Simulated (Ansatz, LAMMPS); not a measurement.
**Glassy 57SiO2-27Al2O3-16BaO (mol %) (149 atoms): geometry optimisation**

Aim: bring glassy 57SiO2-27Al2O3-16BaO (mol %) (149 atoms) to a nearby minimum of the energy and see what moves.

Program: Ansatz 0.2.0. Level of theory: Kohn-Sham DFT, r2SCAN, PAW (set soft_2), plane waves. Values are calculated unless marked as measured.

### 1. Set-up

The cell holds 149 atoms: 25 Si, 24 Al, 7 Ba and 93 O. Its edges and angles: a = 12.287 Å, b = 12.287 Å, c = 12.287 Å, α = 90.0°, β = 90.0°, γ = 90.0°. 149 atoms (25 Si, 24 Al, 7 Ba, 93 O) placed at random at 3.4 g/cm³, melted at 4000 K for 10 ps at fixed volume with the Morse and Coulomb pair potential with partial charges (Pedone, Malavasi, Menziani, Cormack and Segre, J. Phys. Chem. B 110, 11780 (2006)). Quenched from 4000 K to 300 K at 25 K/ps and fixed volume, held 5 ps.

What the set-up can't give: The quench rate of 25 K/ps is orders of magnitude faster than experiment, which tends to freeze in extra defects. The starting topology of bonds comes from the classical model. Sampling is at Γ alone, for a cell whose shortest periodic width is 12 Å. No spin–orbit coupling is included, so levels derived from the heavy atoms are approximate.

### 2. The classical run that made the cell

A classical potential makes the cell, at a small fraction of what the same run would cost in DFT.

This step: classical MD, Morse and Coulomb pair potential with partial charges (Pedone, Malavasi, Menziani, Cormack and Segre, J. Phys. Chem. B 110, 11780 (2006)) (LAMMPS 22 Jul 2025 - Update 4).

The input, in.lmp:

```
# melt-quench of Si25Al24Ba7O93
units metal
atom_style charge
boundary p p p
region box block 0 12.2866 0 12.2866 0 12.2866
create_box 4 box
mass 1 28.0850   # Si
mass 2 26.9815   # Al
mass 3 137.3270   # Ba
mass 4 15.9990   # O
create_atoms 1 random 25 254758 NULL overlap 1.5 maxtry 2000
create_atoms 2 random 24 254765 NULL overlap 1.5 maxtry 2000
create_atoms 3 random 7 254772 NULL overlap 1.5 maxtry 2000
create_atoms 4 random 93 254779 NULL overlap 1.5 maxtry 2000
pair_style hybrid/overlay pedone 5.5 coul/long 8.0
pair_coeff * * coul/long
pair_coeff 1 4 pedone 0.340554 2.006700 2.100000 1   # Si-O
pair_coeff 2 4 pedone 0.361581 1.900442 2.164818 0.9   # Al-O
pair_coeff 3 4 pedone 0.065011 1.547596 3.393410 5   # Ba-O
pair_coeff 4 4 pedone 0.042395 1.379316 3.618701 22   # O-O
set type 1 charge 2.4
set type 2 charge 1.8
set type 3 charge 1.2
set type 4 charge -1.2
kspace_style pppm 1.0e-4
neigh_modify delay 0 every 1 check yes
thermo_style custom step time temp pe press density
thermo_modify norm yes
timestep 0.002
thermo 100
min_style cg
minimize 1e-4 1e-4 200 2000
reset_timestep 0
velocity all create 4000 254759 mom yes dist gaussian
# [... 11 lines left out ...]
fix md all nvt temp 4000 300 0.2
run 74000 post no
unfix md
thermo 1250
fix md all nvt temp 300 300 0.2
run 2500 post no
unfix md
write_dump all custom glass.dump id type xs ys zs modify sort id
```

On the command line:

```console
lmp -in in.lmp -log none -nocite
```

The log of the run:

```text
LAMMPS (22 Jul 2025 - Update 4)
Created orthogonal box = (0 0 0) to (12.2866 12.2866 12.2866)
Created 25 atoms
Created 24 atoms
Created 7 atoms
Created 93 atoms
PPPM initialization ...
  G vector (1/distance) = 0.3917421
  grid = 15 15 15
  estimated relative force accuracy = 3.7697075e-05
   Step          Time           Temp          PotEng         Press         Density
         0   0              0              0.59154697     868014.45      3.4010196
        71   0.142          0             -14.824811      24522.475      3.4010196
Loop time of 0.0710835 s on 1 MPI rank(s) for 71 steps with 149 atoms
Minimization stats:
  Stopping criterion = energy tolerance
[... 17 lines left out ...]
[... 1 line left out ...]
Loop time of 3.3896 s on 1 MPI rank(s) for 5000 steps with 149 atoms
   Step          Time           Temp          PotEng         Press         Density
[... 11 lines left out ...]
     80000   160            300.27705     -15.020708      9308.4373      3.4010196
Loop time of 48.0522 s on 1 MPI rank(s) for 74000 steps with 149 atoms
   Step          Time           Temp          PotEng         Press         Density
     80000   160            300.27705     -15.020708      9308.4373      3.4010196
     81250   162.5          289.73163     -15.018944      13318.381      3.4010196
     82500   165            305.5265      -15.018707      13231.581      3.4010196
Loop time of 1.51287 s on 1 MPI rank(s) for 2500 steps with 149 atoms
```

Wall time 54 s (1 thread of Arm Neoverse V2, shared host); peak memory 0.07 GiB.

### 3. Single point at the start

A single point comes first, to see the forces before anything moves.

The input, input.yaml:

```yaml
crystal:
  lattice:
    - [12.2866, 0.0, 0.0]
    - [0.0, 12.2866, 0.0]
    - [0.0, 0.0, 12.2866]
  atoms:
    - { symbol: Si, position: [0.21333, 0.286, 0.8365] }
    - { symbol: Si, position: [0.81789, 0.80206, 0.84074] }
    - { symbol: Si, position: [0.35854, 0.01656, 0.66028] }
    - { symbol: Si, position: [0.41071, 0.9052, 0.31879] }
    - { symbol: Si, position: [0.87982, 0.49568, 0.06578] }
    - { symbol: Si, position: [0.50801, 0.65439, 0.44861] }
    - { symbol: Si, position: [0.52581, 0.43942, 0.75592] }
    - { symbol: Si, position: [0.31871, 0.19919, 0.11382] }
    - { symbol: Si, position: [0.99805, 0.85809, 0.51617] }
    - { symbol: Si, position: [0.27252, 0.82272, 0.75342] }
    - { symbol: Si, position: [0.17645, 0.05162, 0.47714] }
    - { symbol: Si, position: [0.99546, 0.50722, 0.69657] }
    - { symbol: Si, position: [0.97535, 0.70963, 0.11565] }
    - { symbol: Si, position: [0.61257, 0.31081, 0.35369] }
    - { symbol: Si, position: [0.29323, 0.35273, 0.42178] }
    - { symbol: Si, position: [0.93735, 0.11651, 0.12861] }
    - { symbol: Si, position: [0.28669, 0.45289, 0.65825] }
    - { symbol: Si, position: [0.04792, 0.20154, 0.64225] }
    - { symbol: Si, position: [0.43028, 0.41706, 0.0218] }
    - { symbol: Si, position: [0.04261, 0.7574, 0.75027] }
    - { symbol: Si, position: [0.21986, 0.7465, 0.3345] }
    - { symbol: Si, position: [0.60985, 0.67006, 0.81648] }
    - { symbol: Si, position: [0.32712, 0.95826, 0.07955] }
    - { symbol: Si, position: [0.76342, 0.9472, 0.62739] }
    - { symbol: Si, position: [0.61677, 0.0371, 0.90104] }
    - { symbol: Al, position: [0.83354, 0.0339, 0.35089] }
    - { symbol: Al, position: [0.13842, 0.19507, 0.26943] }
    - { symbol: Al, position: [0.275, 0.66999, 0.56341] }
    - { symbol: Al, position: [0.89109, 0.39522, 0.52971] }
    - { symbol: Al, position: [0.09941, 0.90961, 0.16592] }
    - { symbol: Al, position: [0.14869, 0.54634, 0.21212] }
    - { symbol: Al, position: [0.68495, 0.36998, 0.99787] }
    [... 111 atom lines left out ...]
    - { symbol: O, position: [0.90289, 0.62468, 0.04838] }
    - { symbol: O, position: [0.42594, 0.01135, 0.39233] }
    - { symbol: O, position: [0.70687, 0.99471, 0.3684] }
    - { symbol: O, position: [0.55632, 0.94437, 0.83951] }
    - { symbol: O, position: [0.91759, 0.4496, 0.18888] }
    - { symbol: O, position: [0.00357, 0.82692, 0.0911] }
kpoints:
  mp_grid: { grid: [1, 1, 1] }
hamiltonian:
  xc: r2scan
scf:
  occupations: { method: fixed }
output:
  forces: true
  stress: true
  populations: true
  dos:
    method: { smearing: { sigma: 0.08 } }
    de: 0.1
    projected: { site_lists: { Al: [Al], Ba: [Ba], O: [O], Si: [Si] } }
  eigenvalues: true
```

On the command line:

```console
ansatz run input.yaml --threads 4 --pin off --max-ram 8192MiB --backend cpu --events-out ev --progress --plain --runs-dir out
```

The log of the run:

```text
Engine: ansatz 0.2.0, aarch64-unknown-linux-gnu
Pseudopotentials: kind: paw
Pseudopotential: Si, paw, valence charge 4, recommended cutoff 500 eV (meta_gga), Si.paw.azcp
Pseudopotential: Al, paw, valence charge 3, recommended cutoff 500 eV (meta_gga), Al.paw.azcp
Pseudopotential: Ba, paw, valence charge 10, recommended cutoff 500 eV (meta_gga), Ba.paw.azcp
Pseudopotential: O, paw, valence charge 6, recommended cutoff 500 eV (meta_gga), O.paw.azcp
[... 6 lines on functional and potentials left out ...]
Crystal: 149 atoms, lattice volume = 1854.792 Å³
Basis set: ecut = 500 eV, 47089 PW (Γ), exchange–correlation on 360×360×360 points (64 copies of the dense FFT grid, shifted against one another)
Bands: 549, of which v1, the nominal top of the filled ones, is band 400 counted from 1 (399 counted from 0)
Symmetry: 1 space group operations
Space group: P1 (ITA 1), of the structure as read, at distance tolerance 1.2e-4 Å
k-points: 1
[... 13 lines on functional and potentials left out ...]
Initial density: superposition of atomic densities (neutral atoms: chi_scale 0, normalization atom), corrected by the library's trained network
Initial wavefunctions: pseudopotential atomic-orbital guess
Functional: x = r2scan, c = r2scan; τ floored in thin density (d = 2e-4 eV/Å³)
SCF iter   1: F=—  HF=-123774.650182 eV  |F-HF|=—  |Δ(HF+E_count)|=         —  Δρ=7.88e-3  dr2=1.29e0  dr2_τ=1.17e1  ethr=1.77e-3  ⟨swp⟩=5.0  Hψ=2141  notcnv=0  defer=146
preconditioner: auto → Resta (q_TF=auto, 2.372 Å⁻¹)  ε∞=3.1  [insulator: Δε(μ)=4.410 eV  Ē_g=16.648 eV  n_scr=436 (ndim 8)  ℏωp=24.2 eV  f_vac=0.061  ε∞_Penn≈3.1]
SCF iter   2: F=—  HF=-123779.337397 eV  |F-HF|=—  |Δ(HF+E_count)|=    4.69e0  Δρ=4.82e-3  dr2=3.03e-1  dr2_τ=2.90e-2  ethr=1.61e-4  ⟨swp⟩=3.0  Hψ=1029  notcnv=0  defer=147
SCF iter   3: F=—  HF=-123779.291006 eV  |F-HF|=—  |Δ(HF+E_count)|=   4.64e-2  Δρ=1.10e-3  dr2=2.13e-2  dr2_τ=3.42e-3  ethr=3.79e-5  ⟨swp⟩=3.0  Hψ=807  notcnv=0  defer=147
SCF iter   4: F=—  HF=-123779.288524 eV  |F-HF|=—  |Δ(HF+E_count)|=   2.48e-3  Δρ=4.55e-4  dr2=2.81e-3  dr2_τ=5.25e-4  ethr=2.66e-6  ⟨swp⟩=2.0  Hψ=722  notcnv=0  defer=147
SCF iter   5: F=—  HF=-123779.288224 eV  |F-HF|=—  |Δ(HF+E_count)|=   3.00e-4  Δρ=1.38e-4  dr2=3.42e-4  dr2_τ=3.46e-5  ethr=3.51e-7  ⟨swp⟩=2.0  Hψ=716  notcnv=0  defer=147
SCF iter   6: F=—  HF=-123779.288304 eV  |F-HF|=—  |Δ(HF+E_count)|=   8.05e-5  Δρ=5.58e-5  dr2=5.16e-5  dr2_τ=6.17e-6  ethr=4.28e-8  ⟨swp⟩=2.0  Hψ=804  notcnv=0  defer=147
SCF iter   7: F=—  HF=-123779.288877 eV  |F-HF|=—  |Δ(HF+E_count)|=   5.72e-4  Δρ=1.58e-5  dr2=4.66e-6  dr2_τ=5.92e-7  ethr=6.45e-9  ⟨swp⟩=2.0  Hψ=941  notcnv=0  defer=146
SCF iter   8: F=—  HF=-123779.288879 eV  |F-HF|=—  |Δ(HF+E_count)|=   2.10e-6  Δρ=5.42e-6  dr2=6.20e-7  dr2_τ=5.21e-8  ethr=5.82e-10  ⟨swp⟩=2.0  Hψ=804  notcnv=0  defer=146
SCF iter   9: F=-123779.288879 eV  HF=-123779.288879 eV  |F-HF|=7.49e-9  |Δ(HF+E_count)|=   1.86e-7  Δρ=2.32e-6  dr2=8.88e-8  dr2_τ=1.19e-8  ethr=1.25e-11  ⟨swp⟩=22.0  Hψ=4817  notcnv=0
SCF 1 converged in 9 iterations: F = -123779.288879 eV  dr2 = 8.88e-8
  greatest PAW one-centre occupation: 0.949 electrons in one spin orbital (limit 2), on the Ba atom at site 52 (counted from 0), in its partial waves of l = 0
SCF converged after 9 iterations
Free energy (F): -123779.288879 eV
Harris-Foulkes:  -123779.288879 eV  (|F-HF|=7.49e-9)
Internal energy: -123779.288879 eV  (E = F + TS)
E sigma→0 (E₀):  -123779.288879 eV
Fermi energy:    5.036115 eV
--- Per-component energies (eV) ---
  E_band       = -2524.480080
  E_kinetic    = 19717.680401
  E_local      = -45309.699487  (includes V_loc(G=0)·N_el)
  E_nonlocal   = 5625.080168
  E_hartree    = 16837.584266
  E_xc         = -10231.904460
  E_vxc        = -13081.517188  (∫ρ·V_xc dr)
  E_paw        = -76083.352880  (= ΣΔE_a)
  E_vpaw       = -3954.476513  (= ΣTr[D̂ρ^β])
  E_aug_tail   = 0.099181  (compensation charges beyond the density's cutoff)
  E_vtau       = 803.176919  (kinetic-family band-sum trace: ∫τ·v_τ [+ j·A + Jᵃ·Aᵃ] dr)
  E_ewald      = -34328.945057
  E_core_change = -5.831011  (= ΣΔE_core)
  E_smearing   = -0.000000  (= −TS)
  E_closure    = -0.000000  (closes the sum)
  Σ components = -123779.288879   (vs F -123779.288879, Δ=0.00e0)
--- Forces (eV/Å), atoms counted from 1 ---
  atom   1  Si    -4.74249484     0.72811884    -3.52778742
  atom   2  Si    -2.25905142    -0.01983352    -2.41180258
  atom   3  Si    -2.04750751    -1.38091054    -0.53131521
  atom   4  Si    -1.53563179     0.85865608    -1.21853623
  atom   5  Si    -0.41576981    -0.08673428     2.93481533
  atom   6  Si    -0.18593999    -2.69115050    -0.75897938
  atom   7  Si    -3.03528461     2.45332631    -1.94265423
  atom   8  Si     1.97592403     2.53009219     2.97715984
  atom   9  Si    -1.01202734     2.20770175     0.40362041
  atom  10  Si     2.41484761     0.16214185     0.77259783
  atom  11  Si    -3.83308079     1.26129993     1.93326671
  atom  12  Si    -3.19478359     2.72060571    -1.82067472
  atom  13  Si     0.40550201    -3.48548151     2.18112863
  atom  14  Si    -0.43178697     4.19298148    -1.93325339
[...]
atom 148  O     -1.23590285     0.83014651    -0.60466685
  atom 149  O      0.80486827     4.04745681    -1.82199135
  max |Σ_I F_I| component: 2.10e-4 eV/Å
--- Stress (GPa, compression-positive) ---
        5.234304       0.179163      -0.419122
        0.179200       4.411199       0.556310
       -0.419134       0.556308       5.490949
  P = ⅓ Tr σ = 5.0455 GPa (50.455 kbar)
--- Band table (eV) ---
  k-point 0: bands = ["-22.9569", "-22.6731", "-22.2662", "-21.8912", [... 533 levels ...], "15.2802", "15.2957", "15.3044", "15.3247", "15.3559", "15.3675", "15.3701", "15.3797", "15.4112", "15.4326", "15.4441", "15.4483"]
--- Löwdin populations: 149 sites ---
  site symbol       q [e]
     0     Si      2.1503
     1     Si      2.1899
     2     Si      2.1958
[...]
148      O      6.8759
  spilling = 0.011792 (of n_electrons = 800.000000)
```

Run time: 87 s. Hardware: 4 threads of Arm Neoverse V2, shared host; peak memory 5.4 GiB.

Numbers from this run:

```
free energy                                      : -123779.2889 eV
free energy per atom                             : -830.7335 eV/atom
SCF cycles                                       : 9
pressure                                         : 5.045 GPa
r.m.s. force component                           : 1.333 eV/Å
longest force                                    : 5.955 eV/Å
Fermi energy                                     : 5.036 eV
gap (highest filled to lowest empty level) : 4.133 eV
spilling of the projection                       : 0.01179
```

The r.m.s. force component of 1.3 eV/Å and the pressure of 5.0 GPa set the starting point.

Length of the force by element and coordination:

```
element  coordination  atoms  mean length of the force (eV/Å)  spread  least  most
     Al           all     24                             2.10    1.07  0.335  4.21
     Ba           all      7                            0.842   0.309  0.248  1.27
      O           all     93                             1.75   0.979  0.388  5.48
     Si           all     25                             3.18    1.05   1.61  5.96
```

(Part 1 of 3 ends here.)

[Long decimals in the printed logs are rounded to 6 places.]

[Logs are printed without paths, hosts, clocks, repeated set-up lines and the standing remarks that a program may print on its own settings, such as how far it seeks lower states.]

[Hosts, paths, dates, database ids (printed as entryN), source tags and the programs' standing remarks are cut or masked in the printed files.]

[A walk said to have stopped at its limit may instead have ended on an SCF cycle that didn't converge.]
